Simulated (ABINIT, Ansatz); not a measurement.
# Lattice dynamics of Re (Rhenium) in two programs

How does Re (Rhenium) vibrate, and is this structure a minimum?

Calculated with ABINIT 10.8.3; DFT PBEsol, scalar-relativistic, plane waves, PseudoDojo norm-conserving pseudopotentials.

Most raw output is cut from this account.

### 1. The starting structure

It takes space group P6_3/mmc (No. 194, hexagonal). The conventional cell has a = 2.761 Å, b = 2.761 Å, c = 4.458 Å, α = 90.00°, β = 90.00°, γ = 120.00°. Re has 12 Re at 2.74 to 2.76 Å nearest.

### 2. A first look

A first run with smearing and empty bands tells whether the crystal has a gap, which decides between fixed occupations and smearing later on.

Contents of probe.abi:

```
# ground state
tolvrs 1.0d-08
prtden 1
prtwf 1

# basis, mesh and filling
ecut 30.0
ngkpt 9 9 4
nshiftk 1
shiftk 0.0 0.0 0.0
istwfk *1
occopt 7
tsmear 0.005
nband 23
nstep 100
diemac 9.0
prtebands 0
prtgsr 0

# cell and atoms
acell 3*1.0 Angstrom
rprim 
    2.7608 0.0 0.0
    -1.3804 2.390922935 0.0
    0.0 0.0 4.4582
ntypat 1
znucl 75
natom 2
typat 1 1
xred 
    1/3 2/3 0.25
    2/3 1/3 0.75
pp_dirpath "./pseudo"
pseudos "Re.upf"
```

On the command line:

```
$ OMP_NUM_THREADS=1 mpirun -n 16 abinit probe.abi > probe.log
```

Run time: 4.8 s. Hardware: 16 MPI ranks of Arm Neoverse V1, shared host; 76 s of CPU time.

This step gave:

```
volume per atom   : 14.71 Å³
pressure          : -4.632 GPa
gap on the k-mesh : 0 eV
```

No gap opens on this mesh, so smearing is kept; the printed pressure holds the stress of the finite basis too.

### 3. Relaxation

The harmonic expansion needs vanishing forces, and a free crystal bears no stress, so cell and atoms are brought to rest. Stress is more sensitive to the basis than forces are: the last 3 Ha under the cutoff are smoothed with ecutsm, and the cutoff is raised above that of the later runs.

Contents of relax.abi:

```
# relaxation
ionmov 2
optcell 2
dilatmx 1.08
ntime 40
tolmxf 1.0d-05
tolvrs 1.0d-14
prtwf 0
prtden 0
chksymtnons 0

# basis, mesh and filling
ecut 38.0
ecutsm 3.0
ngkpt 12 12 6
nshiftk 1
shiftk 0.0 0.0 0.0
istwfk *1
occopt 7
tsmear 0.01
nband 23
nstep 100
diemac 1000000.0
prtebands 0
prtgsr 0

# cell and atoms
acell 3*1.0 Angstrom
rprim 
    2.7608 0.0 0.0
    -1.3804 2.390922935 0.0
    0.0 0.0 4.4582
ntypat 1
znucl 75
natom 2
typat 1 1
xred 
    1/3 2/3 0.25
    2/3 1/3 0.75
pp_dirpath "./pseudo"
pseudos "Re.upf"
```

On the command line:

```
$ OMP_NUM_THREADS=1 mpirun -n 16 abinit relax.abi > relax.log
```

The job ended after 50 s (16 MPI ranks).

Relaxation path:

| step | energy less that of the first step (eV) | largest force (eV/Å) | volume (Å³) |
| --- | --- | --- | --- |
| 1 | 0.0000 | 0.0000 | 29.43 |
| 2 | -0.0037 | 0.0000 | 29.07 |
| 3 | -0.0038 | 0.0000 | 29.13 |
| 4 | -0.0038 | 0.0000 | 29.13 |
| 5 | -0.0038 | 0.0000 | 29.13 |
| 6 | -0.0038 | 0.0000 | 29.13 |

| conventional cell, symmetrised | before | after | change |
| --- | --- | --- | --- |
| a (Å) | 2.761 | 2.750 | -0.4 % |
| b (Å) | 2.761 | 2.750 | -0.4 % |
| c (Å) | 4.458 | 4.448 | -0.2 % |
| volume (Å³/atom) | 14.71 | 14.56 | -1.0 % |

Final coordinates:

```cif
data_structure
_symmetry_space_group_name_H-M 'P 1'
_symmetry_Int_Tables_number 1
_cell_length_a 2.7497
_cell_length_b 2.7497
_cell_length_c 4.4481
_cell_angle_alpha 90.000
_cell_angle_beta 90.000
_cell_angle_gamma 120.000
_cell_volume 29.13
loop_
_atom_site_label
_atom_site_type_symbol
_atom_site_fract_x
_atom_site_fract_y
_atom_site_fract_z
_atom_site_occupancy
Re1 Re 0.33333 0.66667 0.25000 1
Re2 Re 0.66667 0.33333 0.75000 1
```

Numbers from this step:

```
volume per atom : 14.56 Å³
pressure        : -1.89e-4 GPa
```

The volume changes by -1.0 % in this run and stands -1.0 % from the first cell.

### 4. Ground state

First-order wavefunctions inherit every error of the ground state, hence the very tight tolvrs. Smearing stays on, as the first look found no gap above 0.3 eV.

Contents of gs.abi:

```
# ground state
tolvrs 1.0d-16
prtden 1
prtwf 1

# basis, mesh and filling
ecut 30.0
ngkpt 12 12 6
nshiftk 1
shiftk 0.0 0.0 0.0
istwfk *1
occopt 7
tsmear 0.01
nband 23
nstep 100
diemac 1000000.0
prtebands 0
prtgsr 0

# cell and atoms
acell 3*1.0 Angstrom
rprim 
    2.749672119 0.0 0.0
    -1.374836059 2.381285907 0.0
    0.0 0.0 4.448113703
ntypat 1
znucl 75
natom 2
typat 1 1
xred 
    1/3 2/3 0.25
    2/3 1/3 0.75
pp_dirpath "./pseudo"
pseudos "Re.upf"
```

On the command line:

```
$ OMP_NUM_THREADS=1 mpirun -n 16 abinit gs.abi > gs.log
```

The job ended after 9.8 s (16 MPI ranks).

Numbers from this step:

* pressure: -0.3141 GPa

The cell stands at -0.31 GPa: the relaxation ran with a smoothed and higher cutoff, and the difference is a stress of the finite basis.

### 5. Linear response at Γ

At q = 0 one unit cell holds all displacements. The response is solved for single atoms along the cell's directions, and symmetry skips those that follow from others. The crystal is treated as a metal, which screens a static field, so no field response is asked.

Contents of dfpt_gamma.abi:

```

# common to the responses
getwfk_filepath "gso_WFK"
kptopt 2
nqpt 1
qpt 0.0 0.0 0.0
asr 0
chneut 0

# displacements
rfphon 1
rfatpol 1 2
rfdir 1 1 1
tolvrs 1.0d-10
prtwf 0
prtpot 1

# basis, mesh and filling
ecut 30.0
ngkpt 12 12 6
nshiftk 1
shiftk 0.0 0.0 0.0
istwfk *1
occopt 7
tsmear 0.01
nband 23
nstep 100
diemac 1000000.0
prtebands 0
prtgsr 0

# cell and atoms
acell 3*1.0 Angstrom
rprim 
    2.749672119 0.0 0.0
    -1.374836059 2.381285907 0.0
    0.0 0.0 4.448113703
ntypat 1
znucl 75
natom 2
typat 1 1
xred 
    1/3 2/3 0.25
    2/3 1/3 0.75
pp_dirpath "./pseudo"
pseudos "Re.upf"
```

On the command line:

```
$ OMP_NUM_THREADS=1 mpirun -n 16 abinit dfpt_gamma.abi > dfpt_gamma.log
```

Elapsed: 38 s, on 16 MPI ranks; 10 min of CPU time.

This step gave:

```
largest acoustic frequency at the zone centre before the sum rule : -1.89 cm⁻¹
highest optical zone-centre mode (no LO-TO term)                  : 116.8 cm⁻¹
lowest optical zone-centre mode                                   : 116.1 cm⁻¹
```

The acoustic modes at Γ come out as far as 1.9 cm⁻¹ from zero, where they should vanish, a small numerical error.

### 6. Phonons on a q mesh

Linear response treats each wavevector of the 3×3×2 mesh in the unit cell; the first-order potentials are kept for the electron-phonon matrix elements.

Contents of dfpt_q.abi:

```
ndtset 5

# wavevectors
qpt1 0.3333333333 0.0 0.0
qpt2 0.3333333333 0.3333333333 0.0
qpt3 0.0 0.0 0.5
qpt4 0.3333333333 0.0 0.5
qpt5 0.3333333333 0.3333333333 0.5

# displacements
getwfk_filepath "gso_WFK"
getwfq_filepath "gso_WFK"
kptopt 3
nqpt 1
rfphon 1
rfatpol 1 2
rfdir 1 1 1
tolvrs 1.0d-10
prtwf 0
prtpot 1

# basis, mesh and filling
ecut 30.0
ngkpt 12 12 6
nshiftk 1
shiftk 0.0 0.0 0.0
istwfk *1
occopt 7
tsmear 0.01
nband 23
nstep 100
diemac 1000000.0
prtebands 0
prtgsr 0

# cell and atoms
acell 3*1.0 Angstrom
rprim 
    2.749672119 0.0 0.0
    -1.374836059 2.381285907 0.0
    0.0 0.0 4.448113703
ntypat 1
znucl 75
natom 2
typat 1 1
xred 
    1/3 2/3 0.25
    2/3 1/3 0.75
pp_dirpath "./pseudo"
pseudos "Re.upf"
```

On the command line:

```
$ OMP_NUM_THREADS=1 mpirun -n 16 abinit dfpt_q.abi > dfpt_q.log
```

The job ended after 15 min (16 MPI ranks; 3.9 h of CPU time).

Numbers from this step:

```
lowest mode on the q mesh (acoustic ones at the zone centre apart) : 55.1 cm⁻¹
```

Frequencies (cm⁻¹) before the sum rule at the irreducible wavevectors but Γ, which is solved apart; negative means imaginary. Frequencies by wavevector:

| q (fractions) | star | mode 1 | mode 2 | mode 3 | mode 4 | mode 5 | mode 6 |
| --- | --- | --- | --- | --- | --- | --- | --- |
| 0.3333 0 0 | 6 | 103.6 | 108 | 122.1 | 159.4 | 175.6 | 185 |
| 0.3333 0.3333 0 | 2 | 128.3 | 156.5 | 156.5 | 160 | 193.9 | 193.9 |
| 0 0 0.5 | 1 | 83.14 | 83.14 | 83.14 | 83.14 | 167.9 | 167.9 |
| 0.3333 0 0.5 | 6 | 117.8 | 117.9 | 118.9 | 118.9 | 183.8 | 183.8 |
| 0.3333 0.3333 0.5 | 2 | 55.1 | 55.1 | 161 | 161 | 196.7 | 196.7 |

### 7. Interpolated phonon bands

anaddb transforms the dynamical matrices to force constants and back along the path; points of the mesh come back as solved, but for the sum rule and, in polar crystals, the LO-TO term at Γ; the rest is interpolation.

Contents of anaddb.abi:

```
ddb_filepath "all_DDB"
output_file "anaddb.abo"
outdata_prefix "anaddb"
ifcflag 1
ngqpt 3 3 2
nqshft 1
q1shft 0.0 0.0 0.0
asr 1
chneut 0
dipdip 0
dipquad 0
quadquad 0
enunit 0
eivec 0
nph1l 93
qph1l 
    0.0 0.0 0.0 1.0
    0.05 0.0 0.0 1.0
    0.1 0.0 0.0 1.0
    0.15 0.0 0.0 1.0
    0.2 0.0 0.0 1.0
    0.25 0.0 0.0 1.0
    0.3 0.0 0.0 1.0
    0.35 0.0 0.0 1.0
    0.4 0.0 0.0 1.0
    0.45 0.0 0.0 1.0
    0.5 0.0 0.0 1.0
    0.48333333 0.03333333 0.0 1.0
    0.46666667 0.06666667 0.0 1.0
    0.45 0.1 0.0 1.0
    0.43333333 0.13333333 0.0 1.0
    0.41666667 0.16666667 0.0 1.0
    0.4 0.2 0.0 1.0
    0.38333333 0.23333333 0.0 1.0
    0.36666667 0.26666667 0.0 1.0
    0.35 0.3 0.0 1.0
    0.33333333 0.33333333 0.0 1.0
    0.3 0.3 0.0 1.0
    0.26666667 0.26666667 0.0 1.0
    0.23333333 0.23333333 0.0 1.0
    0.2 0.2 0.0 1.0
    0.16666667 0.16666667 0.0 1.0
    0.13333333 0.13333333 0.0 1.0
    0.1 0.1 0.0 1.0
    0.06666667 0.06666667 0.0 1.0
    0.03333333 0.03333333 0.0 1.0
    0.0 0.0 0.0 1.0
    0.0 0.0 0.05 1.0
    0.0 0.0 0.1 1.0
    0.0 0.0 0.15 1.0
    0.0 0.0 0.2 1.0
    0.0 0.0 0.25 1.0
    0.0 0.0 0.3 1.0
    0.0 0.0 0.35 1.0
    0.0 0.0 0.4 1.0
    0.0 0.0 0.45 1.0
    0.0 0.0 0.5 1.0
    0.05 0.0 0.5 1.0
    0.1 0.0 0.5 1.0
    0.15 0.0 0.5 1.0
    0.2 0.0 0.5 1.0
    0.25 0.0 0.5 1.0
    0.3 0.0 0.5 1.0
    0.35 0.0 0.5 1.0
    0.4 0.0 0.5 1.0
    0.45 0.0 0.5 1.0
    0.5 0.0 0.5 1.0
    0.48333333 0.03333333 0.5 1.0
    0.46666667 0.06666667 0.5 1.0
    0.45 0.1 0.5 1.0
    0.43333333 0.13333333 0.5 1.0
    0.41666667 0.16666667 0.5 1.0
    0.4 0.2 0.5 1.0
    0.38333333 0.23333333 0.5 1.0
    0.36666667 0.26666667 0.5 1.0
    0.35 0.3 0.5 1.0
    0.33333333 0.33333333 0.5 1.0
    0.3 0.3 0.5 1.0
    0.26666667 0.26666667 0.5 1.0
    0.23333333 0.23333333 0.5 1.0
    0.2 0.2 0.5 1.0
    0.16666667 0.16666667 0.5 1.0
    0.13333333 0.13333333 0.5 1.0
    0.1 0.1 0.5 1.0
    0.06666667 0.06666667 0.5 1.0
    0.03333333 0.03333333 0.5 1.0
    0.0 0.0 0.5 1.0
    0.5 0.0 0.5 1.0
    0.5 0.0 0.45 1.0
    0.5 0.0 0.4 1.0
    0.5 0.0 0.35 1.0
    0.5 0.0 0.3 1.0
    0.5 0.0 0.25 1.0
    0.5 0.0 0.2 1.0
    0.5 0.0 0.15 1.0
    0.5 0.0 0.1 1.0
    0.5 0.0 0.05 1.0
    0.5 0.0 0.0 1.0
    0.33333333 0.33333333 0.5 1.0
    0.33333333 0.33333333 0.45 1.0
    0.33333333 0.33333333 0.4 1.0
    0.33333333 0.33333333 0.35 1.0
    0.33333333 0.33333333 0.3 1.0
    0.33333333 0.33333333 0.25 1.0
    0.33333333 0.33333333 0.2 1.0
    0.33333333 0.33333333 0.15 1.0
    0.33333333 0.33333333 0.1 1.0
    0.33333333 0.33333333 0.05 1.0
    0.33333333 0.33333333 0.0 1.0
```

Contents of mrgddb.in:

```
all_DDB
merged
6
dfpt_gammao_DDB
dfpt_qo_DS1_DDB
dfpt_qo_DS2_DDB
dfpt_qo_DS3_DDB
dfpt_qo_DS4_DDB
dfpt_qo_DS5_DDB
```

On the command line:

```
$ mrgddb < mrgddb.in > mrgddb.log
$ OMP_NUM_THREADS=1 anaddb anaddb.abi > anaddb.log
```

Elapsed: 0.53 s, on 1 thread.

Read from the output:

| Item | Value |
| --- | --- |
| lowest frequency on the path | 0 cm⁻¹ |

Anaddb. The phonon branches at the labelled points (cm⁻¹):

| point | branch 1 | branch 2 | branch 3 | branch 4 | branch 5 | branch 6 |
| --- | --- | --- | --- | --- | --- | --- |
| Γ | 0 | 0 | 0 | 116 | 117 | 117 |
| halfway | 85 | 90 | 120 | 145 | 147 | 162 |
| M | 120 | 121 | 124 | 174 | 195 | 210 |
| halfway | 124 | 135 | 141 | 169 | 194 | 203 |
| K | 128 | 156 | 156 | 160 | 194 | 194 |
| halfway | 98 | 103 | 127 | 150 | 161 | 168 |
| Γ | 0 | 0 | 0 | 116 | 117 | 117 |
| halfway | 45 | 45 | 108 | 108 | 113 | 149 |
| A | 83 | 83 | 83 | 83 | 168 | 168 |
| halfway | 108 | 108 | 125 | 125 | 167 | 167 |
| L | 104 | 104 | 129 | 129 | 202 | 202 |
| halfway | 83 | 83 | 145 | 145 | 200 | 200 |
| H | 55 | 55 | 161 | 161 | 197 | 197 |
| halfway | 114 | 114 | 124 | 124 | 172 | 172 |
| A | 83 | 83 | 83 | 83 | 168 | 168 |
| jump to L | 104 | 104 | 129 | 129 | 202 | 202 |
| halfway | 106 | 124 | 126 | 147 | 197 | 209 |
| M | 120 | 121 | 124 | 174 | 195 | 210 |
| jump to H | 55 | 55 | 161 | 161 | 197 | 197 |
| halfway | 115 | 115 | 142 | 163 | 197 | 197 |
| K | 128 | 156 | 156 | 160 | 194 | 194 |

All branches are real along the path.

### 8. Sums over the zone

Sums over the zone need many more wavevectors than were solved, so the interpolation is sampled on a dense mesh.

Contents of anaddb.abi:

```
ddb_filepath "all_DDB"
output_file "anaddb.abo"
outdata_prefix "anaddb"
ifcflag 1
ngqpt 3 3 2
nqshft 1
q1shft 0.0 0.0 0.0
asr 1
chneut 0
dipdip 0
dipquad 0
quadquad 0
prtdos 2
ng2qpt 19 19 10
dosdeltae 4.5563e-06
ntemper 11
temperinc 100.0
tempermin 0.0
```

On the command line:

```
$ OMP_NUM_THREADS=1 anaddb anaddb.abi > anaddb.log
```

It took 0.65 s on 1 thread.

Read from the output:

| Property | Result |
| --- | --- |
| share of modes beyond 3i cm⁻¹ on the dense interpolated mesh | 0 |
| zero-point energy per atom | 25.86 meV |
| heat capacity at 300 K | 23.98 J/(mol atoms K) |
| vibrational entropy at 300 K | 36.48 J/(mol atoms K) |

The phonon density of states has structure finer than the step of the table below, so its rows give means over 10 cm⁻¹, whole bins alone (the curve runs from -30 to 227 cm⁻¹). Peaks (cm⁻¹: height): 125.0: 0.0968, 197.0: 0.111.

Tetrahedra. Table of phonon density of states by wavenumber; means over each step:

| wavenumber (cm⁻¹) | phonon density of states (1/cm⁻¹/cell) |
| --- | --- |
| 0 | 2.5e-6 |
| 10 | 6.2e-5 |
| 20 | 2.8e-4 |
| 30 | 7.5e-4 |
| 40 | 0.00148 |
| 50 | 0.00253 |
| 60 | 0.00455 |
| 70 | 0.00834 |
| 80 | 0.0134 |
| 90 | 0.0216 |
| 100 | 0.0423 |
| 110 | 0.0674 |
| 120 | 0.0794 |
| 130 | 0.0736 |
| 140 | 0.0510 |
| 150 | 0.0382 |
| 160 | 0.0397 |
| 170 | 0.0243 |
| 180 | 0.0239 |
| 190 | 0.0479 |
| 200 | 0.0527 |
| 210 | 0.00608 |
| 220 | 0 |

Harmonic thermodynamic functions per atom, summed over the density of states scaled to three modes an atom; melting is ignored. Thermodynamic functions:

| T (K) | F_vib (meV/atom) | S (J/mol-atom/K) | C_V (J/mol-atom/K) |
| --- | --- | --- | --- |
| 0 | 25.86 | 0 | 0 |
| 50 | 25.45 | 3.246 | 8.332 |
| 100 | 21.38 | 12.52 | 17.96 |
| 200 | 0.35 | 26.95 | 22.86 |
| 300 | -32.81 | 36.48 | 23.98 |
| 400 | -74.39 | 43.44 | 24.4 |
| 500 | -122.3 | 48.91 | 24.59 |
| 600 | -175.4 | 53.4 | 24.7 |
| 700 | -232.8 | 57.21 | 24.76 |
| 800 | -293.9 | 60.52 | 24.8 |
| 900 | -358.1 | 63.45 | 24.83 |
| 1000 | -425.3 | 66.06 | 24.86 |

At 300 K the heat capacity has reached 96 % of the Dulong-Petit value.

### 9. Cross-check with Ansatz

A second program on the same cell, potentials, cutoff and meshes tests the implementation of the phonon response, not its convergence.

This step: DFT PBEsol, scalar-relativistic, plane waves, PseudoDojo norm-conserving pseudopotentials (Ansatz 0.2.0).

Contents of input.yaml:

```yaml
crystal:
  lattice:
    - [2.7496721189, 0.0, 0.0]
    - [-1.3748360595, 2.3812859071, 0.0]
    - [0.0, 0.0, 4.4481137033]
  atoms:
    - { symbol: Re, position: [0.3333333333, 0.6666666667, 0.25] }
    - { symbol: Re, position: [0.6666666667, 0.3333333333, 0.75] }
kpoints:
  mp_grid: { grid: [12, 12, 6] }
hamiltonian:
  xc: pbesol
  pseudopotentials: { kind: nc, accuracy: standard }
scf:
  occupations: { method: gaussian, width: 0.27211 }
output:
  eigenvalues: true
basis:
  ecutwfc: 816.342
phonons:
  method: dfpt
  qmesh: [3, 3, 2]
  temperatures: { t_max: 1000, t_step: 50 }
  qpath:
    path:
      - [[0.0, 0.0, 0.0], [0.5, 0.0, 0.0], [0.33333333, 0.33333333, 0.0], [0.0, 0.0, 0.0], [0.0, 0.0, 0.5], [0.5, 0.0, 0.5], [0.33333333, 0.33333333, 0.5], [0.0, 0.0, 0.5]]
      - [[0.5, 0.0, 0.5], [0.5, 0.0, 0.0]]
      - [[0.33333333, 0.33333333, 0.5], [0.33333333, 0.33333333, 0.0]]
    npoints: 10
  electrical_resistivity: { temperatures: [77, 300], mesh: [24, 24, 12] }
```

On the command line:

```
$ ansatz run input.yaml --threads 16 --pin off --max-ram 32768MiB --backend cpu --events-out ev --progress --plain --runs-dir out
```

Run time: 93 s. Hardware: 16 threads; peak memory 1.9 GiB.

Read from the output:

```
sum-rule residual before enforcement : 1.36e-4 eV/Å²
mean frequency                       : 139.1 cm⁻¹
Debye temperature (second moment)    : 267 K
logarithmic mean frequency           : 133.8 cm⁻¹
zero-point energy per atom           : 25.87 meV
vibrational entropy at 300 K         : 36.49 J/(mol atoms K)
```

### 10. Side by side: ABINIT PseudoDojo and Ansatz, PseudoDojo

Worked out from the results:

```yaml
root_mean_square_difference: 0.01 cm⁻¹
largest_difference: 0.02 cm⁻¹
root_mean_square_difference_on_the_path: 1.5 cm⁻¹
largest_difference_on_the_path: 7.9 cm⁻¹
```

At the solved wavevectors the largest difference (acoustic modes at Γ apart) is 0.01 % of the highest mode (on the interpolated path 4 %).

### 11. Summary of results

| Quantity | Value |
| --- | --- |
| space group after relaxation | P6_3/mmc |
| volume per atom | 14.6 Å³ |
| highest optical zone-centre mode (no LO-TO term) | 116.8 cm⁻¹ |
| lowest optical zone-centre mode | 116.1 cm⁻¹ |
| q mesh | 3×3×2 |
| lowest mode on the q mesh (acoustic ones at the zone centre apart) | 55.1 cm⁻¹ |
| zero-point energy per atom | 25.9 meV |
| heat capacity at 300 K | 24.0 J/(mol atoms K) |
| vibrational entropy at 300 K | 36.5 J/(mol atoms K) |
| imaginary modes on the q mesh | none |
| largest difference from Ansatz, PseudoDojo | 0.02 cm⁻¹ |

In words: Re (Rhenium) is dynamically stable on the 3×3×2 mesh; its spectrum reaches 210 cm⁻¹. At the PBEsol level the optical modes of Re (Rhenium) at the zone centre run from 116 to 117 cm⁻¹. Along axes with an odd number of divisions the mesh misses the zone-boundary points at one half, where instabilities often lie; those are only interpolated. The base run prints -0.31 GPa, mostly the error of a finite basis; the relaxation, with a smoothed and higher cutoff, had brought the cell to rest. ABINIT PseudoDojo and Ansatz, PseudoDojo agree to 0.02 cm⁻¹ (0.01 % of the highest mode compared) on all solved modes but the acoustic ones at Γ. Their interpolated bands part by up to 8 cm⁻¹. These are harmonic frequencies at zero temperature: anharmonic shifts and linewidths and thermal expansion are left out. Spin-orbit coupling is left out, which can matter for the heavy elements here. In a metal the frequencies hang on the k mesh and the smearing, most of all near Kohn anomalies. Ansatz warns that the cutoff lies 17 % under the one recommended for these files; agreement at one cutoff is not convergence. Electron-phonon sums were run after this but are left out, since no second program bore their λ out within 30 %; a λ that a log prints is not taken as a result. The q mesh stands for a supercell only 8.2 Å across, so branches between the solved wavevectors are rough.

[Host names and launcher messages were left out of these logs when they were recorded.]

[Logs are printed without paths, hosts, clocks, repeated set-up lines and the standing remarks that a program may print on its own settings, such as how far it seeks lower states.]

[Hosts, paths, dates, database ids (printed as entryN), source tags and the programs' standing remarks are cut or masked in the printed files.]
